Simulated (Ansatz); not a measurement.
# Ta2N(OH)2 MXene monolayer in a perpendicular field

Wanted: the out-of-plane response of the Ta2N(OH)2 MXene monolayer. A positive field points along +c.

Main program and level: Ansatz 0.2.0; plane-wave DFT, PBE-D3(BJ), Ansatz PAW (set soft_1); PAW set soft_1, in the first sound run; inputs show where later runs differ.

## (1) Starting point

The cell holds 7 atoms: 2 H, 2 O, 2 Ta and 1 N. Its edges and angles: a = 3.155 Å, b = 3.155 Å, c = 44.782 Å, α = 90.0°, β = 90.0°, γ = 120.0°. Vacuum lies along c.

## (2) Relaxing the slab

The starting cell is a guess, so the in-plane lattice and the atoms are relaxed first, with the slab cut off from its images along the normal.

input.yaml reads:

```yaml
crystal:
  lattice:
    - [3.15458, 0.0, 0.0]
    - [-1.57729, 2.7319464183, 0.0]
    - [0.0, 0.0, 44.781688773]
  atoms:
    - { symbol: H, position: [0.3333333333, 0.6666666667, 0.4231640324] }
    - { symbol: O, position: [0.3333333333, 0.6666666667, 0.4450479771] }
    - { symbol: Ta, position: [0.6666666667, 0.3333333333, 0.4722048619] }
    - { symbol: "N", position: [0.0, 0.0, 0.5] }
    - { symbol: Ta, position: [0.3333333333, 0.6666666667, 0.5277951381] }
    - { symbol: O, position: [0.6666666667, 0.3333333333, 0.5549520229] }
    - { symbol: H, position: [0.6666666667, 0.3333333333, 0.5768359676] }
  periodic: [true, true, false]
kpoints:
  mp_grid: { grid: [12, 12, 1] }
hamiltonian:
  xc: pbe
  dispersion: d3bj
  pseudopotentials: { kind: paw, azcp: { folder: soft_1 } }
scf:
  occupations: { method: fermi_dirac, width: 0.05 }
  convergence: { dr2_threshold: 1.0e-09 }
relax:
  f_tol: 0.004
  max_steps: 90
  cell: {}
output:
  write_potential: true
  write_density: true
  volumetric_format: npy
```

The run is started by

```sh
$ ansatz run input.yaml --threads 4 --pin off --max-ram 6144MiB --backend cpu --events-out ev --progress --plain --runs-dir out
```

Numbers of over 12 decimals in the logs are rounded to 6 here.

Output:

```text
Warning: relax.cell: scf.convergence.dr2_threshold = 1e-9 eV is looser than the 2.45621433113e-10 eV advised for a relaxation that steers and ends on the stress (1e-10 eV for each atom of the cell: 7, times the square of relax.cell.stress_2d_tol = 0.05 N/m over 16.9 Å (the atoms' height at the walk's start and 5 Å past either face), 2.962e-2 GPa, over a crystal's default 0.05). What an SCF threshold leaves in a stress goes as its square root, and in the free energy as the threshold itself, and one threshold admits the most on a small cell: [figures from the program's tests cut] Set scf.convergence.dr2_threshold to 2.45621433113e-10 eV or tighter. [rest of the remark cut]
Engine: ansatz 0.2.0, aarch64-unknown-linux-gnu
Pseudopotentials: kind: paw
Pseudopotential: H, paw, valence charge 1, recommended cutoff 420 eV (normal), soft_1/H.paw.azcp
Pseudopotential: O, paw, valence charge 6, recommended cutoff 420 eV (normal), soft_1/O.paw.azcp
Pseudopotential: Ta, paw, valence charge 13, recommended cutoff 420 eV (normal), soft_1/Ta.paw.azcp
Pseudopotential: N, paw, valence charge 5, recommended cutoff 420 eV (normal), soft_1/N.paw.azcp
Functional definition: PBE
  parameter kappa = 0.804
  parameter beta = 0.066725
  exchange = pbe_x(kappa = kappa, mu = beta*pi^2/3)
  correlation = pbe_c(beta = beta)
Crystal: 7 atoms, lattice volume = 385.935 Å³
Basis set: ecut = 420 eV, 7457 PW (Γ), exchange–correlation on 48×48×600 points (8 copies of the dense FFT grid, shifted against one another)
Bands: 30, of which v1, the nominal top of the filled ones, is band 23 counted from 1 (22 counted from 0)
Symmetry: 12 space group operations
Space group: P-3m1 (ITA 164), of the structure as read, at distance tolerance 7.3e-5 Å
k-points: 19 of 144
Non-local potential: H, projectors of the file, l = 0: 2, l = 1: 1
Non-local potential: O, projectors of the file, l = 0: 2, l = 1: 2, l = 2: 1
Non-local potential: Ta, projectors of the file, l = 0: 3, l = 1: 2, l = 2: 2, l = 3: 1
Non-local potential: N, projectors of the file, l = 0: 2, l = 1: 2, l = 2: 1
PAW form: soft (Blöchl's): semilocal exchange-correlation on the pseudo side does not see the compensation charge
PAW one-centre angular grid: H, 110 points (default); XC on 64 Gauss nodes
PAW one-centre angular grid: O, 110 points (default); XC on 64 Gauss nodes
PAW one-centre angular grid: Ta, 590 points (default); XC on 64 Gauss nodes
PAW one-centre angular grid: N, 110 points (default); XC on 64 Gauss nodes
Initial density: superposition of atomic densities (neutral atoms: chi_scale 0, normalization atom)
Initial wavefunctions: pseudopotential atomic-orbital guess
Functional: x = pbe(κ = 0.804, μ = 0.219515), c = pbe(β = 0.066725)
SCF iter   1: F=—  HF=-21424.739745 eV  |F-HF|=—  |Δ(HF+E_count)|=         —  Δρ=6.23e-2  dr2=2.29e1  ethr=3.10e-3  ⟨swp⟩=16.6  Hψ=4306  notcnv=0
preconditioner: auto → LDOS  [metal: Δε(μ)=0.014 eV  Ē_g=11.167 eV  σ=0.050 eV  W_gap=0.07  n_scr=26 (ndim 8)  ℏωp=9.5 eV  f_vac=0.788  D(μ)=4.60/eV (n_scr^D=20)  β→1.0]
SCF iter   2: F=—  HF=-21420.871383 eV  |F-HF|=—  |Δ(HF+E_count)|=    3.87e0  Δρ=4.23e-2  dr2=9.48e0  ethr=3.10e-3  ⟨swp⟩=7.5  Hψ=2102  notcnv=0  defer=17
SCF iter   3: F=—  HF=-21419.597555 eV  |F-HF|=—  |Δ(HF+E_count)|=    1.27e0  Δρ=8.88e-3  dr2=9.21e-1  ethr=3.10e-3  ⟨swp⟩=6.1  Hψ=1657  notcnv=0  defer=14
SCF iter   4: F=—  HF=-21419.522184 eV  |F-HF|=—  |Δ(HF+E_count)|=   7.54e-2  Δρ=3.94e-3  dr2=5.04e-2  ethr=2.05e-3  ⟨swp⟩=4.1  Hψ=1020  notcnv=0  defer=13
SCF iter   5: F=—  HF=-21419.521098 eV  |F-HF|=—  |Δ(HF+E_count)|=   1.09e-3  Δρ=7.77e-4  dr2=1.29e-2  ethr=1.12e-4  ⟨swp⟩=4.1  Hψ=1429  notcnv=0  defer=12
SCF iter   6: F=—  HF=-21419.521282 eV  |F-HF|=—  |Δ(HF+E_count)|=   1.84e-4  Δρ=2.23e-4  dr2=9.37e-4  ethr=2.88e-5  ⟨swp⟩=2.5  Hψ=1009  notcnv=0  defer=12
SCF iter   7: F=—  HF=-21419.521269 eV  |F-HF|=—  |Δ(HF+E_count)|=   1.27e-5  Δρ=4.42e-5  dr2=2.94e-5  ethr=2.08e-6  ⟨swp⟩=3.4  Hψ=1147  notcnv=0  defer=12
SCF iter   8: F=—  HF=-21419.521255 eV  |F-HF|=—  |Δ(HF+E_count)|=   1.41e-5  Δρ=1.38e-5  dr2=7.12e-7  ethr=6.53e-8  ⟨swp⟩=4.1  Hψ=1321  notcnv=0  defer=12
SCF iter   9: F=—  HF=-21419.521063 eV  |F-HF|=—  |Δ(HF+E_count)|=   1.91e-4  Δρ=4.26e-6  dr2=2.01e-7  ethr=1.58e-9  ⟨swp⟩=3.7  Hψ=1254  notcnv=0  defer=12
SCF iter  10: F=—  HF=-21419.521064 eV  |F-HF|=—  |Δ(HF+E_count)|=   6.46e-8  Δρ=1.34e-6  dr2=1.89e-8  ethr=4.47e-10  ⟨swp⟩=3.9  Hψ=1217  notcnv=0  defer=12
SCF iter  11: F=-21419.521064 eV  HF=-21419.521064 eV  |F-HF|=2.31e-9  |Δ(HF+E_count)|=   6.75e-8  Δρ=3.06e-7  dr2=7.62e-10  ethr=2.22e-12  ⟨swp⟩=11.5  Hψ=5470  notcnv=0
SCF 1 converged in 11 iterations: F = -21419.521064 eV  dr2 = 7.62e-10
  greatest PAW one-centre occupation: 0.999 electrons in one spin orbital (limit 2), on the Ta atom at site 4 (counted from 0), in its partial waves of l = 0
relax step   1: F+E_penalty+E_count = -21419.52106362 eV  Δ(F+E_penalty+E_count) = +0.000e0 eV  max|allowed force component| = 2.958e0 eV/Å  Δτ_max = 0.0000 Å  P = -4.158 N/m  Ω = 385.935 Å³  fix = [c, alpha, beta]  reactions: c -0.000 N/m  (11 SCF iters, accepted)
Crystal: 7 atoms, lattice volume = 372.122 Å³
Basis set: ecut = 420 eV, 7229 PW (Γ), exchange–correlation on 48×48×600 points (8 copies of the dense FFT grid, shifted against one another)
Initial density: handed on by an earlier stage of this run
Initial wavefunctions: those handed on with the density
iter 1 solved again at ethr=4.36e-4 eV; its pass at ethr=3.10e-3 eV (dr2=1.96e-1 eV) is discarded
SCF iter   1: F=—  HF=-21420.014053 eV  |F-HF|=—  |Δ(HF+E_count)|=         —  Δρ=8.73e-3  dr2=1.98e-1  ethr=4.36e-4  ⟨swp⟩=2.8  Hψ=4839  notcnv=0
preconditioner: auto → LDOS  [metal: Δε(μ)=0.084 eV  Ē_g=9.906 eV  σ=0.050 eV  W_gap=0.39  n_scr=26 (ndim 8)  ℏωp=9.6 eV  f_vac=0.773  D(μ)=2.79/eV (n_scr^D=16)  β→1.0]
SCF iter   2: F=—  HF=-21419.973893 eV  |F-HF|=—  |Δ(HF+E_count)|=   4.02e-2  Δρ=1.97e-3  dr2=1.57e-2  ethr=4.36e-4  ⟨swp⟩=3.4  Hψ=1132  notcnv=0
SCF iter   3: F=—  HF=-21419.973436 eV  |F-HF|=—  |Δ(HF+E_count)|=   4.57e-4  Δρ=6.53e-4  dr2=2.74e-3  ethr=3.49e-5  ⟨swp⟩=3.7  Hψ=1462  notcnv=0
SCF iter   4: F=—  HF=-21419.972778 eV  |F-HF|=—  |Δ(HF+E_count)|=   6.57e-4  Δρ=1.47e-4  dr2=3.23e-4  ethr=6.10e-6  ⟨swp⟩=3.1  Hψ=1205  notcnv=0
SCF iter   5: F=—  HF=-21419.972786 eV  |F-HF|=—  |Δ(HF+E_count)|=   7.57e-6  Δρ=8.84e-5  dr2=1.39e-4  ethr=7.17e-7  ⟨swp⟩=3.5  Hψ=1158  notcnv=0
SCF iter   6: F=—  HF=-21419.972780 eV  |F-HF|=—  |Δ(HF+E_count)|=   6.30e-6  Δρ=3.02e-5  dr2=6.58e-6  ethr=3.09e-7  ⟨swp⟩=2.8  Hψ=974  notcnv=0
[...]
relax step   7: F+E_penalty+E_count = -21420.21983574 eV  Δ(F+E_penalty+E_count) = -1.426e-3 eV  max|allowed force component| = 9.394e-2 eV/Å  Δτ_max = 0.0082 Å  P = -0.018 N/m  Ω = 406.630 Å³  energy of the carried Pulay correction = -8.949e-3 eV  fix = [c, alpha, beta]  reactions: c -0.000 N/m  (9 SCF iters, accepted)
relax step   8: F+E_penalty+E_count = -21420.22000212 eV  Δ(F+E_penalty+E_count) = -1.664e-4 eV  max|allowed force component| = 3.858e-3 eV/Å  Δτ_max = 0.0016 Å  P = -0.018 N/m  Ω = 406.682 Å³  energy of the carried Pulay correction = -8.971e-3 eV  fix = [c, alpha, beta]  reactions: c -0.000 N/m  (8 SCF iters, accepted)
relax step   9: F+E_penalty+E_count = -21420.23249282 eV  Δ(F+E_penalty+E_count) = -1.249e-2 eV  max|allowed force component| = 1.715e-3 eV/Å  Δτ_max = 0.0000 Å  P = +0.241 N/m  Ω = 406.682 Å³  fix = [c, alpha, beta]  reactions: c +0.000 N/m  stress off target by 2.41e-1 N/m on what of the cell is left free  SCF on the basis re-selected at this cell (its energy is not comparable with the rows above)  (8 SCF iters)
relax step  10: F+E_penalty+E_count = -21420.23232414 eV  Δ(F+E_penalty+E_count) = +1.687e-4 eV  max|allowed force component| = 2.608e-3 eV/Å  Δτ_max = 0.0033 Å  P = +0.054 N/m  Ω = 407.500 Å³  energy of the carried Pulay correction = -3.445e-4 eV  fix = [c, alpha, beta]  reactions: c +0.000 N/m  (7 SCF iters, accepted)
relax step  11: F+E_penalty+E_count = -21420.23222467 eV  Δ(F+E_penalty+E_count) = +9.946e-5 eV  max|allowed force component| = 1.703e-2 eV/Å  Δτ_max = 0.0006 Å  P = +0.001 N/m  Ω = 407.734 Å³  energy of the carried Pulay correction = -4.442e-4 eV  fix = [c, alpha, beta]  reactions: c +0.000 N/m  (6 SCF iters, accepted)
relax step  12: F+E_penalty+E_count = -21420.23223669 eV  Δ(F+E_penalty+E_count) = -1.202e-5 eV  max|allowed force component| = 2.923e-4 eV/Å  Δτ_max = 0.0004 Å  P = -0.002 N/m  Ω = 407.727 Å³  energy of the carried Pulay correction = -4.408e-4 eV  fix = [c, alpha, beta]  reactions: c -0.000 N/m  (6 SCF iters, accepted)
iter 1 solved again at ethr=1.14e-7 eV; its pass at ethr=3.10e-3 eV (dr2=5.14e-5 eV) is discarded
SCF iter   1: F=—  HF=-21420.231945 eV  |F-HF|=—  |Δ(HF+E_count)|=         —  Δρ=2.77e-5  dr2=8.85e-7  ethr=1.14e-7  ⟨swp⟩=7.6  Hψ=7378  notcnv=0
preconditioner: auto → LDOS  [metal: Δε(μ)=0.064 eV  Ē_g=9.654 eV  σ=0.050 eV  W_gap=0.31  n_scr=26 (ndim 8)  ℏωp=9.2 eV  f_vac=0.787  D(μ)=2.23/eV (n_scr^D=14)  β→1.0]
SCF iter   2: F=—  HF=-21420.232667 eV  |F-HF|=—  |Δ(HF+E_count)|=   7.22e-4  Δρ=3.02e-6  dr2=3.33e-7  ethr=1.97e-9  ⟨swp⟩=5.0  Hψ=1362  notcnv=0
SCF iter   3: F=—  HF=-21420.232652 eV  |F-HF|=—  |Δ(HF+E_count)|=   1.53e-5  Δρ=2.24e-6  dr2=9.25e-8  ethr=7.41e-10  ⟨swp⟩=2.3  Hψ=725  notcnv=0
SCF iter   4: F=—  HF=-21420.232664 eV  |F-HF|=—  |Δ(HF+E_count)|=   1.19e-5  Δρ=1.17e-6  dr2=3.96e-8  ethr=2.06e-10  ⟨swp⟩=2.4  Hψ=752  notcnv=0
SCF iter   5: F=—  HF=-21420.232667 eV  |F-HF|=—  |Δ(HF+E_count)|=   2.82e-6  Δρ=6.13e-7  dr2=1.44e-8  ethr=8.80e-11  ⟨swp⟩=2.3  Hψ=717  notcnv=0
SCF iter   6: F=—  HF=-21420.232667 eV  |F-HF|=—  |Δ(HF+E_count)|=   4.83e-7  Δρ=1.96e-7  dr2=1.41e-9  ethr=3.21e-11  ⟨swp⟩=2.7  Hψ=802  notcnv=0
SCF iter   7: F=-21420.232667 eV  HF=-21420.232667 eV  |F-HF|=1.53e-10  |Δ(HF+E_count)|=   3.24e-9  Δρ=5.88e-8  dr2=2.09e-11  ethr=2.22e-12  ⟨swp⟩=19.8  Hψ=5084  notcnv=0
SCF 13 converged in 7 iterations: F = -21420.232667 eV  dr2 = 2.09e-11
relax step  13: F+E_penalty+E_count = -21420.23266737 eV  Δ(F+E_penalty+E_count) = -4.307e-4 eV  max|allowed force component| = 3.142e-4 eV/Å  Δτ_max = 0.0000 Å  P = +0.002 N/m  Ω = 407.727 Å³  fix = [c, alpha, beta]  reactions: c +0.000 N/m  stress off target by 1.55e-3 N/m on what of the cell is left free  SCF on the basis re-selected at this cell (its energy is not comparable with the rows above)  (7 SCF iters)
basis re-selected at this cell: Δ(F+E_penalty+E_count) = -4.307e-4 eV, ΔP = +0.003 N/m vs the last step (what re-selecting the basis moved, of the pressure what is left beyond the Pulay correction that the steps carried, after the strain that the cell walked since its last selection, with what the two solves' SCF thresholds leave and, on support functions, any second-order correction that the steps lacked; it is no m [...]
WARN: The output density's exchange-correlation potential varies sharply where the density is thin. Do not read a vacuum level from v_tot or v_xc, or from such a field of the output density. On a cell that repeats whose density bears no net charge and no dipole along the vacuum's axis use v_es (v_loc + v_h of the components); under efield.dipole_correction with no amplitude use v_es + v_field, which holds any externa [...]
SCF converged after 7 iterations
Free energy (F): -21420.232667 eV
Harris-Foulkes:  -21420.232667 eV  (|F-HF|=1.53e-10)
Internal energy: -21420.214356 eV  (E = F + TS)
E sigma→0 (E₀):  -21420.223512 eV
Entropy (-TS):   -0.018312 eV (-2.616 meV/atom)
Fermi energy:    -2.772104 eV
--- Per-component energies (eV) ---
  E_band       = -1112.032068
  E_kinetic    = 1287.008920
  E_local      = -188884.240583  (includes V_loc(G=0)·N_el)
  E_nonlocal   = 119.699432
  E_hartree    = 93714.761079
  E_xc         = -862.924314
  E_vxc        = -748.474430  (∫ρ·V_xc dr)
  E_paw        = -17065.111227  (= ΣΔE_a)
  E_vpaw       = -315.548125  (= ΣTr[D̂ρ^β])
  E_aug_tail   = 0.000726  (compensation charges beyond the density's cutoff)
  E_ewald      = 90271.855145
  E_disp       = -1.263534  (pairwise vdW)
  E_smearing   = -0.018312  (= −TS)
  E_closure    = -0.000000  (closes the sum)
  Σ components = -21420.232667   (vs F -21420.232667, Δ=0.00e0)
--- Forces (eV/Å), atoms counted from 1 ---
  atom   1  H      0.00000000    -0.00000000     0.00026193
  atom   2  O     -0.00000000    -0.00000000     0.00000257
  atom   3  Ta     0.00000000     0.00000000     0.00031424
  atom   4  N     -0.00000000     0.00000000     0.00000000
  atom   5  Ta     0.00000000    -0.00000000    -0.00031424
  atom   6  O      0.00000000     0.00000000    -0.00000257
  atom   7  H      0.00000000     0.00000000    -0.00026193
  max |Σ_I F_I| component: 1.76e-17 eV/Å
--- 2D stress c σ (N/m, compression-positive) ---
        0.001554       0.000000       0.000000
        0.000000       0.001554      -0.000000
        0.000000      -0.000000       0.000000
  P = ½ c Tr σ = 0.0016 N/m
--- Band table (eV; the first three rows and the last of 19) ---
  k-point 0: bands = [... 19 lower, -8.2117, -5.0057, -5.0057, -3.6200, -3.1422, -3.0210, -2.6468, -1.0148, ... 3 higher]
  k-point 1: bands = [... 19 lower, -8.3225, -5.1956, -4.8279, -3.4342, -3.0053, -2.9699, -2.4629, -1.1780, ... 3 higher]
  k-point 2: bands = [... 19 lower, -8.5536, -5.6279, -4.3610, -3.3242, -2.8008, -2.6036, -1.8995, -1.2891, ... 3 higher]
  k-point 18: bands = [... 19 lower, -9.3303, -4.3237, -4.3237, -3.7736, -0.8407, -0.8407, -0.2423, 0.8024, ... 3 higher]
  the weakly bound empty levels are not read free of the cell's end (no_gap_told)
--- Relaxed structure (11 steps of the walk, 10 accepted, 2 SCFs on fresh bases) ---
  F+E_penalty+E_count = -21420.23266737 eV   max|allowed force component| = 3.142e-4 eV/Å   (the final SCF, on the basis selected at the relaxed cell)
  cell:  # Å, volume = 407.7265 Å³
    - [3.242417, 0, 0]
    - [-1.621209, 2.808016, 0]
    - [0, 0, 44.781688773]
  atoms:
    - { symbol: H, position: [0.333333, 0.666667, 0.425896] }
    - { symbol: O, position: [0.333333, 0.666667, 0.447851] }
    - { symbol: Ta, position: [0.666667, 0.333333, 0.476722] }
    - { symbol: N, position: [0, 0, 0.500000] }
    - { symbol: Ta, position: [0.333333, 0.666667, 0.523278] }
    - { symbol: O, position: [0.666667, 0.333333, 0.552149] }
    - { symbol: H, position: [0.666667, 0.333333, 0.574104] }
```

It took 57 s on 4 threads of Arm Neoverse V1, shared host; peak memory 0.85 GiB; 3.7 min of CPU time.

Relaxation path:

| step | energy less that of the first step (eV) | largest force component (eV/Å) | volume (Å³) |
| --- | --- | --- | --- |
| 1 | 0.0000 | 2.9580 | 385.93 |
| 2 | -0.4515 | 0.6799 | 372.12 |
| 3 | -0.4172 | 3.1664 | 391.96 |
| 4 | -0.5928 | 0.3473 | 385.71 |
| 5 | -0.6893 | 0.3542 | 401.51 |
| 6 | -0.6973 | 0.1805 | 406.59 |
| 7 | -0.6988 | 0.0939 | 406.63 |
| 8 | -0.6989 | 0.0039 | 406.68 |
| 9* | -0.7114 | 0.0017 | 406.68 |
| 10 | -0.7113 | 0.0026 | 407.50 |
| 11 | -0.7112 | 0.0170 | 407.73 |
| 12 | -0.7112 | 0.0003 | 407.73 |
| 13* | -0.7116 | 0.0003 | 407.73 |

Relaxation steps marked * repeat the geometry before them on a plane-wave basis chosen anew for their cell, so energy and pressure can jump there. Relaxation step 3 was tried and not accepted.

The run keeps the 12 symmetry operations that it works with, so distortions that break them were not tested.

| cell as run | before | after | change |
| --- | --- | --- | --- |
| a (Å) | 3.155 | 3.242 | +2.8 % |
| b (Å) | 3.155 | 3.242 | +2.8 % |

The atoms that moved most (Å, along periodic axes as changes of fractional coordinates times the final cell, across vacuum about the mean position):

| atom | dx | dy | dz | length |
| --- | --- | --- | --- | --- |
| Ta3 | 0.000 | 0.000 | 0.202 | 0.202 |
| Ta5 | 0.000 | 0.000 | -0.202 | 0.202 |
| O2 | 0.000 | 0.000 | 0.126 | 0.126 |
| O6 | 0.000 | 0.000 | -0.126 | 0.126 |
| H1 | 0.000 | 0.000 | 0.122 | 0.122 |
| H7 | 0.000 | 0.000 | -0.122 | 0.122 |

Numbers from this step:

```
energy at zero smearing : -21420.2235 eV
```

The lattice constant a goes from 3.155 to 3.242 Å.

(Continued in part 2 of 3.)

[Logs are printed without paths, hosts, clocks, repeated set-up lines and the standing remarks that a program may print on its own settings, such as how far it seeks lower states.]

[Hosts, paths, dates, database ids (printed as entryN), source tags and the programs' standing remarks are cut or masked in the printed files.]

[Maps of the electrostatic potential energy from Ansatz leave out the sawtooth potential of an applied field or a dipole correction, so their vacuum need not be flat; planar profiles and work functions include it.]
